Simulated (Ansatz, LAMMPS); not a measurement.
# Static equation of state of 41In2O3-59Ga2O3 (mol %) with crystalline order left by the classical run (85 atoms)

Density of this cell: 6.03 g/cm³. The cell holds 85 atoms: 14 In, 20 Ga and 51 O. Cell: a = 10.238 Å, b = 10.180 Å, c = 10.094 Å, α = 92.5°, β = 90.8°, γ = 88.3°. The starting structure: 85 atoms (14 Sc, 20 Fe, 51 O) placed at random at 4.09 g/cm³, melted at 5000 K for 10 ps at fixed volume with the Morse and Coulomb pair potential with partial charges (Pedone, Malavasi, Menziani, Cormack and Segre, J. Phys. Chem. B 110, 11780 (2006)). Quenched from 5000 K to 300 K at 10 K/ps and fixed volume, held 10 ps at zero pressure, then minimised at fixed cell. Then Sc was replaced by In, Fe was replaced by Ga and the cell scaled by 1.017 (the potential has no terms for the new elements, so the cell is a start for a DFT relaxation).

Calculated with Ansatz 0.2.0: Kohn-Sham DFT, PBE, PAW (set soft_2), plane waves; cutoff 420 eV, Γ point, gaussian smearing of 0.025 eV. Cell and atoms were relaxed first, to V0 = 12.359 Å³ an atom at a residual P0 = 0.011 GPa. The cell was then scaled evenly, and the atoms were relaxed at each volume.

| volume (Å³/atom) | pressure (GPa) |
| --- | --- |
| 11.124 | ? |
| 11.618 | 4.679 |
| 11.989 | 2.477 |
| 12.730 | -2.340 |
| 13.101 | -2.815 |

**Question.** Fit the third-order Birch–Murnaghan equation to the rows given and extrapolate to the withheld row.

Worked fit:

Take the Eulerian strain f = ½[(V0/V)^(2/3) − 1] and the normalised pressure F = (P − P0) / [3f(1 + 2f)^(5/2)]. The third-order Birch–Murnaghan equation is then the line F = B0 + (3/2)B0(B′ − 4) f, so u = f and v = F.

```
      u = f  v = F (GPa)
  0.0210564      66.6598
  0.0102567      76.1884
-0.00975674      84.3721
 -0.0190504      54.4892
```

With n = 4: mean u = 6.2648e-4, mean v = 70.4274, Σ(u − ū)² = 0.0010051, Σ(u − ū)(v − v̄) = 0.14733. Slope b = 0.14733 / 0.0010051 = 146.58; intercept a = v̄ − b ū = 70.336.

So B0 = a = 70.3 GPa and B′ = 4 + 2b/(3a) = 5.39. At the withheld volume f = 0.03638, F = a + b f = 75.67 GPa, and P = P0 + 3f(1 + 2f)^(5/2) F.

Prediction at 11.124: 9.856 GPa. The run gave 10.20 GPa, so the fit is low by 0.34 GPa (3.4 % of the value).

The series isn't one smooth equation of state: even a line fitted to all rows, the withheld one included, misses F by up to 23.1 %, the count of bonds changes along the series and an atom moves over 0.5 Å in some relaxation. B0 and B′ are then only the numbers of this fit, not moduli of the material. Among the rows given, the largest miss of the fit is at 13.101, by 0.68 GPa (5.2 % of the range of the table).

Limits: Static cells at zero temperature; the cell shape is held. The program notes that the SCF threshold of these relaxations is loose for the stress. The quench rate of 10 K/ps is many orders above laboratory rates, so the cell is likely richer in defects and strain than a real sample. The network of bonds at the start is that of the classical potential that made the cell, and needn't be the one that DFT or experiment would give. Only the Γ point is sampled, in a cell whose shortest periodic width is 10 Å.

[Logs are printed without paths, hosts, clocks, repeated set-up lines and the standing remarks that a program may print on its own settings, such as how far it seeks lower states.]

[Hosts, paths, dates, database ids (printed as entryN), source tags and the programs' standing remarks are cut or masked in the printed files.]
